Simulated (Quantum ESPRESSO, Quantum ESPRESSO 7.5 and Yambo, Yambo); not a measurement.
# BO (GaSe-type monolayer): a self-consistent loop beyond G0W0, cycle by cycle

Aim: iterate the self-energy on BO (GaSe-type monolayer) and follow the gap from cycle to cycle.

Program: Quantum ESPRESSO 7.5 and Yambo 5.3.0. Level of theory: PBE and many-body steps on it, plane waves. Results are calculated unless marked as measured.

### 1. Starting point

The cell holds 4 atoms: 2 B and 2 O. Its edges and angles: a = 2.440 Å, b = 2.440 Å, c = 15.000 Å, α = 90.0°, β = 90.0°, γ = 120.0°. Vacuum lies along c.

The structure was relaxed with PBE. The runs that relaxed it are not among those shown.

### 2. Empty states on the mesh, 9×9×1 mesh, 45 bands

This step: Quantum ESPRESSO 7.5; DFT, PBE, plane waves, norm-conserving pseudopotentials.

The sums over transitions need many empty states on a uniform mesh; this step solves for them.

Contents of pw.in:

```
&control
  calculation = 'nscf'
  prefix = 'x'
  outdir = 'o'
  pseudo_dir = 'pseudo'
/
&system
  ibrav = 0
  nat = 4
  ntyp = 2
  ecutwfc = 72.0
  nbnd = 45
  force_symmorphic = .true.
/
&electrons
  conv_thr = 1e-9
  electron_maxstep = 80
  diago_full_acc = .true.
  diago_thr_init = 5e-6
/
ATOMIC_SPECIES
  B 10.81 B.upf
  O 15.999 O.upf
CELL_PARAMETERS angstrom
  2.4399242233 0.0000000002 0.0000000000
  -1.2199621118 2.1130363606 0.0000000000
  0.0000000000 0.0000000000 15.0000000000
ATOMIC_POSITIONS crystal
  B 0.3333333333 0.6666666667 0.5591425280
  B 0.3333333333 0.6666666667 0.4408574720
  O 0.6666666667 0.3333333333 0.5973572271
  O 0.6666666667 0.3333333333 0.4026427729
K_POINTS automatic
  9 9 1 0 0 0
```

Run with:

```console
$ OMP_NUM_THREADS=1 mpirun -n 4 pw.x -nk 4 -in pw.in > pw.out
```

Log:

```text
Program PWSCF v.7.5 starts

     This program is part of the open-source Quantum ESPRESSO suite
     for quantum simulation of materials; please cite
         "P. Giannozzi et al., J. Phys.:Condens. Matter 21 395502 (2009);
         "P. Giannozzi et al., J. Phys.:Condens. Matter 29 465901 (2017);
         "P. Giannozzi et al., J. Chem. Phys. 152 154105 (2020);
     in publications or presentations arising from this work. More details at

     Atomic positions and unit cell read from directory:
     o/x.save/

     Message from routine setup:
[...]
k =-0.0000 0.2566 0.0000 (  5379 PWs)   bands (ev):

[...]
21.3602  21.5464  23.3208  23.7084  24.3163  25.6058  25.7277  26.1862
    27.7969  27.9829  28.2003  30.2306  30.5343  31.5226  32.3027  32.3466
    33.1357  33.2388  33.3201  33.4201  34.5614

          k =-0.0000 0.3849 0.0000 (  5381 PWs)   bands (ev):

     [... further k-points ...]

     highest occupied, lowest unoccupied level (ev):    -1.2019    3.6757

     XML data file, pseudopotentials, collected wavefunctions

=------------------------------------------------------------------------------=
   JOB DONE.
=------------------------------------------------------------------------------=
```

It took 5.4 s on 4 MPI ranks of Intel Xeon 6975P-C (Granite Rapids), shared host; peak memory 0.35 GiB; 21 s of CPU time.

Numbers from this step:

```
gap                                                           : 4.878 eV
k of the valence top                                          : 0.1111, 0.1111, 0
k of the conduction bottom                                    : 0, 0.4444, 0
least direct gap                                              : 5.953 eV
k points computed                                             : 12
lowest point of the top converged band, above the valence top : 32.99 eV
```

On this mesh the gap is 4.878 eV.

The density comes from a self-consistent run that is not shown.

### 3. Conversion and set-up

This step: Yambo 5.3.0; conversion and set-up on PBE, plane waves, norm-conserving pseudopotentials.

The states are converted to the many-body program's format and the q mesh is built.

Run with:

```console
$ (cd o/x.save; p2y > p2y.log; mv SAVE ../..); yambo > setup.log
```

Log:

```text
 Yambo, version 5.3.0

 [02] CORE Variables Setup
 =========================

  [02.01] Unit cells
  ==================

  Cell kind             :  HCP
  Atoms in the cell     :  B  O
  number of B  atoms    :  2
  number of O  atoms    :  2

  List of atomic masses
  Mass of B     :  10.81000
  Mass of O     :  15.99900

  List of atomic coordinates    : [cc]
  B1       : -0.41951E-09   2.6620       15.849      order 1
  B2       : -0.41951E-09   2.6620       12.496      order 2
  O1       :   2.30539   1.33102  16.93262  order 3
[...]
K/Q-points units:
 rlu = crystal or reduced units; cc = cartesian coordinates; iku = interal k-units

 Q [ 1]         [rlu]:  0.000000  0.000000  0.000000
 Q [ 2]         [rlu]:  0.97718E-17  0.11111       0.0000
 Q [ 3]         [rlu]:  0.19544E-16  0.22222       0.0000
[...]
Q [ 8]         [rlu]:  0.111111  0.333333  0.000000
 Q [ 9]         [rlu]:  0.111111  0.444444  0.000000
 Q [10]         [rlu]:  0.222222  0.222222  0.000000
 Q [11]         [rlu]:  0.222222  0.333333  0.000000
 Q [12]         [rlu]:  0.333333  0.333333  0.000000

  [03.01] X indexes
  =================

   [03.01.01] Sigma indexes
   ========================

 [06] Game Over & Game summary
```

The job ended after 2.4 s (1 MPI rank; peak memory 0.25 GiB).

### 4. G0W0

G0W0 replaces the xc potential by the self-energy, built once from these orbitals. Only a window of levels is corrected, while the sums run over the empty bands that the input names.

This step: G0W0 on PBE, plane waves, norm-conserving pseudopotentials.

Contents of gw1.in:

```
HF_and_locXC
gw0
dyson
ppa
em1d
rim_cut
rim_w
RandQpts= 3000000
RandGvec= 100 RL
CUTGeo= "slab z"
RandGvecW= 9 RL
EXXRLvcs= 72 Ry
VXCRLvcs= 288 Ry
Chimod= "HARTREE"
% BndsRnXp
 1 | 45 |
%
NGsBlkXp= 8 Ry
% LongDrXp
 1 | 1 | 0 |
%
% GbndRnge
 1 | 45 |
%
DysSolver= "n"
ExtendOut
PPAPntXp= 27.21138 eV
% QPkrange
 1 | 12 | 3 | 15 |
%
```

Run with:

```console
$ OMP_NUM_THREADS=1 mpirun -n 4 yambo -F gw1.in -J gw1 -C gw1 > gw1.log
```

Log:

```text
 Yambo, version 5.3.0

 [02] CORE Variables Setup
 =========================

  [... cell, symmetries and grids as in the set-up ...]

  [02.05] Energies & Occupations
  ==============================

  [X] === General ===
  [X] Electronic Temperature                        :  0.000000  0.000000 [eV K]
  [X] Bosonic    Temperature                        :  0.000000  0.000000 [eV K]
  [X] Finite Temperature mode                       : no
  [X] El. density                                   :  0.23275E+24 [cm-3]
  [X] Fermi Level                                   : -1.201927 [eV]

  [X] === Gaps and Widths ===
  [X] Conduction Band Min                           :  4.877634 [eV]
  [X] Valence Band Max                              :  0.000000 [eV]
  [X] Filled Bands                                  :   9
  [X] Empty Bands                                   :   10   45
  [X] Direct Gap                                    :  5.953151 [eV]
  [X] Direct Gap localized at k                     :   4
  [X] Indirect Gap                                  :  4.877634 [eV]
  [X] Indirect Gap between kpts                     :   6   5
  [X] Last valence band width                       :  1.618879 [eV]
  [X] 1st conduction band width                     :  2.137487 [eV]

 [03] Transferred momenta grid and indexing
 ==========================================

 IBZ Q-points                                      :  12
 BZ  Q-points                                      :   81

 K/Q-points units:
 rlu = crystal or reduced units; cc = cartesian coordinates; iku = interal k-units

 Q [ 1]         [rlu]:  0.000000  0.000000  0.000000
 Q [ 2]         [rlu]:  0.97718E-17  0.11111       0.0000
 Q [ 3]         [rlu]:  0.19544E-16  0.22222       0.0000
 Q [ 4]         [rlu]:  0.29316E-16  0.33333       0.0000
 Q [ 5]         [rlu]:  0.39087E-16  0.44444       0.0000
 Q [ 6]         [rlu]:  0.111111  0.111111  0.000000
 Q [ 7]         [rlu]:  0.111111  0.222222  0.000000
 Q [ 8]         [rlu]:  0.111111  0.333333  0.000000
 Q [ 9]         [rlu]:  0.111111  0.444444  0.000000
 Q [10]         [rlu]:  0.222222  0.222222  0.000000
 Q [11]         [rlu]:  0.222222  0.333333  0.000000
 Q [12]         [rlu]:  0.333333  0.333333  0.000000

 [04] Coloumb potential Random Integration (RIM)
 ===============================================

 Performing RIM of v_slab

  [04.01] RIM initialization
  ==========================

  * Diagonal components only detected *

  8 x (sBL volume)        :  0.046943 [a.u.]
  sBZ random points       :  3000000
  Points outside the sBZ  :  24000829
  RL volume               :  0.475301 [a.u.]
  Integrated volume       :  0.475284 [a.u.]

  [04.02] RIM integrals
  =====================

  Gamma point sphere radius             :  0.041052 [a.u.]
  Points outside the sphere             :  2398884
  [Int_sBZ(q=0) 1/q^2]*(Vol_sBZ)^(-1/3) =:  7.522625
                                 should be <:  7.795600

  Summary of Coulomb integrals for non-metallic bands |Q|[au] RIM/Bare

  Q [1] 0.100000E-4 0.964984 * Q [2] 0.174836 1.013232
  Q [6] 0.302825 1.029039 * Q [3] 0.349673 1.026004
  Q [7] 0.462573 1.018303 * Q [4] 0.524509 1.014788
  Q [10] 0.605651 1.011426 * Q [8] 0.630381 1.010548
  Q [5] 0.699345 1.008588 * Q [11] 0.762094 1.007270
  Q [9] 0.801200 1.006556 * Q [12] 0.908476 1.005108
  Non-periodic chartesian directions : none
  Optical renormalization            :  28.34589 [au]
  Polarizability dimension           : length

 [05] Coloumb potential CutOffslab
 =================================

 Cut directionsZ
 Slab Cutoff:Z
 Symmetry test passed : yes

 [06] Dipoles
 ============

  [06.01] Setup: observables and procedures
  =========================================

 [07] Dynamic Dielectric Matrix (PPA)
 ====================================

 [WR./gw1//ndb.pp]---------------------------------------------------------------
  Brillouin Zone Q/K grids (IBZ/BZ)                :   12   81   12   81
  RL vectors                                       :   6959 [WF]
[...]
<6|nlXC|6> = -25.79707 -0.14997E-17 <6|lXC|6> = -20.64352  0.000000
 <7|nlXC|7> = -26.00301  0.68025E-17 <7|lXC|7> = -20.86875  0.000000
 <8|nlXC|8> = -26.00302  0.20842E-16 <8|lXC|8> = -20.86875  0.000000
[...]
Corrections @ K [2] :  [eV]
[...]
Corrections @ K [3] :  [eV]
[...]
Corrections @ K [4] :  [eV]
[...]
Corrections @ K [5] :  [eV]
[...]
[... 6 further k-points ...]
  Corrections @ K [12] :  [eV]
[...]
<13|nlXC|13> = -5.058717 -0.16208E-17 <13|lXC|13> = -11.52080  0.000000
 <14|nlXC|14> = -8.110519  0.48489E-18 <14|lXC|14> = -16.15980  0.37763E-15
 <15|nlXC|15> = -9.113591 -0.63287E-18 <15|lXC|15> = -17.81316  0.000000

  [08.01] Hartree-Fock occupations report
  =======================================

  [Hartree-Fock] === General ===
  [Hartree-Fock] Electronic Temperature             :  0.000000  0.000000 [eV K]
  [Hartree-Fock] Bosonic    Temperature             :  0.000000  0.000000 [eV K]
  [Hartree-Fock] Finite Temperature mode            : no
  [Hartree-Fock] El. density                        :  0.23275E+24 [cm-3]
  [Hartree-Fock] Fermi Level                        : -1.201927 [eV]

  [Hartree-Fock] === Gaps and Widths ===
  [Hartree-Fock] Conduction Band Min                :  7.041054 [eV]
  [Hartree-Fock] Valence Band Max                   : -4.348127 [eV]
  [Hartree-Fock] Filled Bands                       :   9
  [Hartree-Fock] Empty Bands                        :   10   45
  [Hartree-Fock] Direct Gap                         :  11.73872 [eV]
  [Hartree-Fock] Direct Gap localized at k          :  1
  [Hartree-Fock] Indirect Gap                       :  11.38918 [eV]
  [Hartree-Fock] Indirect Gap between kpts          :   6   1
  [Hartree-Fock] Last valence band width            :  1.386261 [eV]
  [Hartree-Fock] 1st conduction band width          :  5.398804 [eV]

 [09] Dyson equation: Newton solver
 ==================================

  [09.01] RIM-W interpolation
  ===========================

  [WARNING] RIM-W works only for 2D semiconductors with slab cutoff
  Found compatible q grid: 2D
  q_min[ 1 ]:  0.11111      0.28068E-11   0.0000     [rlu]
   0.111111  0.055556  0.000000 [iku]
  q_min[ 2 ]:  0.97718E-17  0.11111       0.0000     [rlu]
  -0.10517E-10  0.11111       0.0000     [iku]
  G-vectors :   9
  G-vectors loaded:   65
  Number of interpolated frequencies:  2

  Evaluating coefficients q = 0
  Evaluating coefficients q = 0

  [09.02] RIM-W integrals
  =======================

  8 x (sBL volume)        :  0.046943 [a.u.]
  sBZ random points       :  3000000
  Points outside the sBZ  :  24000829
  RL volume               :  0.475301 [a.u.]
  Integrated volume       :  0.475284 [a.u.]

  [09.03] RIM integrals
  =====================

  Comparison between head Wc = W - v averages: < Wc > [au] RIM-W/RIM

   < -Wc [Q = 1] > 0.175648E-1 0.104920E-4 * < -Wc [Q = 2] > 0.003830 0.003686
   < -Wc [Q = 3] > 0.770327E-3 0.758384E-3 * < -Wc [Q = 4] > 0.278907E-3 0.276506E-3
   < -Wc [Q = 5] > 0.130690E-3 0.129978E-3 * < -Wc [Q = 6] > 0.001094 0.001073
   < -Wc [Q = 7] > 0.385442E-3 0.381844E-3 * < -Wc [Q = 8] > 0.173651E-3 0.172720E-3
   < -Wc [Q = 9] > 0.902354E-4 0.899297E-4 * < -Wc [Q = 10] > 0.194113E-3 0.193153E-3
   < -Wc [Q = 11] > 0.104972E-3 0.104680E-3 * < -Wc [Q = 12] > 0.637844E-4 0.636832E-4

  Comparison between head Wc = W - v averages: < Wc > [au] RIM-W/RIM

   < -Wc [G = 1,G`=0] > 0.175648E-1 0.104920E-4 * < -Wc [G = 2,G`=0] >-0.001613 0.000000
   < -Wc [G = 3,G`=0] >-0.001613 0.000000 * < -Wc [G = 4,G`=0] > 0.453208E-4  0.00000
   < -Wc [G = 5,G`=0] > 0.453208E-4  0.00000 * < -Wc [G = 6,G`=0] > 0.696296E-4  0.00000
   < -Wc [G = 7,G`=0] > 0.696296E-4  0.00000 * < -Wc [G = 8,G`=0] >-0.213872E-4  0.00000
   < -Wc [G = 9,G`=0] >-0.213872E-4  0.00000

 [10] G0W0 (W PPA)
 =================

 [  GW  ] Bands range     :    1   45
 [GW/PPA] G damping       :  0.100000 [eV]

 QP @ state[ 1 ] K range:   1  12
 QP @ state[ 1 ] b range:   3  15

  Sc/G bands                                       :    1   45
  Sc/G damping                                     :  0.100000 ev
  Sc bands terminator                              : no
  Sx RL components                                 :   5453

  QP @ state[ 1 ] K range                          :   1  12
  QP @ state[ 1 ] b range                          :   3  15
  GF energies kind                                 : Perdew, Burke & Ernzerhof(X)+Perdew, Burke & Ernzerhof(C)
  GF WF`s kind                                     : Perdew, Burke & Ernzerhof(X)+Perdew, Burke & Ernzerhof(C)
  Xs energies kind                                 : Perdew, Burke & Ernzerhof(X)+Perdew, Burke & Ernzerhof(C)
  Xs WF`s kind                                     : Perdew, Burke & Ernzerhof(X)+Perdew, Burke & Ernzerhof(C)

 [14] Game Over & Game summary
```

Wall time 7.2 min (4 MPI ranks); peak memory 2.1 GiB; 29 min of CPU time.

This step gave:

```
G0W0 gap on the mesh                         : 7.171 eV
starting gap on the mesh                     : 4.878 eV
k of the valence top                         : 0.1111, 0.1111, 0
k of the conduction bottom                   : 0, 0, 0
least direct G0W0 gap on the computed points : 7.570 eV
Z at the valence top                         : 0.8278
Z at the conduction bottom                   : 0.9563
```

The gap on the mesh goes from 4.88 eV to 7.17 eV, a correction of +2.29 eV.

### 5. evGW0, cycle 1

This step: evGW0 on PBE, plane waves, norm-conserving pseudopotentials.

gw2.in, as its differences from gw1.in of step 4:

```diff
@@ -30 +30,2 @@
 %
+GfnQPdb= "E < ./gw1/ndb.QP"
```

Run with:

```console
$ OMP_NUM_THREADS=1 mpirun -n 4 yambo -F gw2.in -J gw2,gw1_W -C gw2 > gw2.log
```

Log:

```text
 Yambo, version 5.3.0

 [02] CORE Variables Setup
 =========================

  [... cell, symmetries and grids as in the set-up ...]

  [02.05] Energies & Occupations
  ==============================

  [X] === General ===
  [X] Electronic Temperature                        :  0.000000  0.000000 [eV K]
  [X] Bosonic    Temperature                        :  0.000000  0.000000 [eV K]
  [X] Finite Temperature mode                       : no
  [X] El. density                                   :  0.23275E+24 [cm-3]
  [X] Fermi Level                                   : -1.201927 [eV]

  [X] === Gaps and Widths ===
  [X] Conduction Band Min                           :  4.877634 [eV]
  [X] Valence Band Max                              :  0.000000 [eV]
  [X] Filled Bands                                  :   9
  [X] Empty Bands                                   :   10   45
  [X] Direct Gap                                    :  5.953151 [eV]
  [X] Direct Gap localized at k                     :   4
  [X] Indirect Gap                                  :  4.877634 [eV]
  [X] Indirect Gap between kpts                     :   6   5
  [X] Last valence band width                       :  1.618879 [eV]
  [X] 1st conduction band width                     :  2.137487 [eV]

 [03] Transferred momenta grid and indexing
 ==========================================

 IBZ Q-points                                      :  12
 BZ  Q-points                                      :   81

 K/Q-points units:
 rlu = crystal or reduced units; cc = cartesian coordinates; iku = interal k-units

 Q [ 1]         [rlu]:  0.000000  0.000000  0.000000
 Q [ 2]         [rlu]:  0.97718E-17  0.11111       0.0000
 Q [ 3]         [rlu]:  0.19544E-16  0.22222       0.0000
[...]
[G+QP] Direct Gap                                 :  7.570185 [eV]
  [G+QP] Direct Gap localized at k                  :  1
  [G+QP] Indirect Gap                               :  7.170989 [eV]
  [G+QP] Indirect Gap between kpts                  :   6   1
  [G+QP] Last valence band width                    :  1.862208 [eV]
  [G+QP] 1st conduction band width                  :  2.615138 [eV]

  [coarse-grid] Minimum Bare Gap        [ev]:  4.877634
  [coarse-grid] Minimum Gap Correction  [ev]:  2.293356

  Eqp @ K [ 1]
  -25.02046 -24.46836 -10.56853  -5.91198  -3.59034  -3.59063  -3.37922  -3.37953
   -0.39920   7.17099   7.81612   9.25859  11.01687  12.01687  12.94266  11.96037
   12.88640  14.53068  14.53068  15.44492  16.61676  18.74176  22.38830  26.74335
  Eqp @ K [ 2]
[...]
Eqp @ K [ 3]
[...]
Eqp @ K [ 8]
[...]
Eqp @ K [ 9]
[...]
-1.80954   8.09861  13.23127  15.47571  15.87947  17.67123  18.14155  18.98465
   19.20038  19.41862  20.30222  20.74667  21.11815  21.20920  21.54292  21.94880

 [08] Dipoles
 ============

  [08.01] Setup: observables and procedures
  =========================================

 [09] Dynamic Dielectric Matrix (PPA)
 ====================================

  Sc/G bands                                       :    1   45
  Sc/G damping                                     :  0.100000 ev
  Sc bands terminator                              : no
  Sx RL components                                 :   5453

  QP @ state[ 1 ] K range                          :   1  12
  QP @ state[ 1 ] b range                          :   3  15
  GF energies kind                                 : Perdew, Burke & Ernzerhof(X)+Perdew, Burke & Ernzerhof(C)+ E < ./gw1/ndb.QP + @E Fit
  GF WF`s kind                                     : Perdew, Burke & Ernzerhof(X)+Perdew, Burke & Ernzerhof(C)
  Xs energies kind                                 : Perdew, Burke & Ernzerhof(X)+Perdew, Burke & Ernzerhof(C)
  Xs WF`s kind                                     : Perdew, Burke & Ernzerhof(X)+Perdew, Burke & Ernzerhof(C)

 [16] Game Over & Game summary
```

Elapsed: 7 min, on 4 MPI ranks; peak memory 2.1 GiB.

This step gave:

```
quasiparticle gap on the mesh                         : 7.173 eV
gap of the density functional on the mesh             : 4.878 eV
k of the valence top                                  : 0.1111, 0.1111, 0
k of the conduction bottom                            : 0, 0, 0
least direct quasiparticle gap on the computed points : 7.578 eV
Z at the valence top                                  : 0.8332
Z at the conduction bottom                            : 0.9618
```

Against G0W0 in Yambo (9×9×1 mesh, 45 bands, screening to 108.8 eV, Godby-Needs plasmon pole), the gap moves by +0.002 eV.

The program's own table gives 7.218 eV, which is too large where the input levels are shifted: this version takes Σc at the unshifted level E₀, yet steps from the shifted one. The value above is the Newton step from E₀, E₀ + Z(Σc + Σx − Vxc), rebuilt from the printed columns.

(Continued in part 2 of 2.)

[Paths, hosts, dates, memory and timing lines, banners, echoed tables and standing remarks are left out of the program output.]

[Logs are printed without paths, hosts, clocks, repeated set-up lines and the standing remarks that a program may print on its own settings, such as how far it seeks lower states.]

[Runs of the session that timed out or met a known fault of the program may be left out.]

[Hosts, paths, dates, database ids (printed as entryN), source tags and the programs' standing remarks are cut or masked in the printed files.]
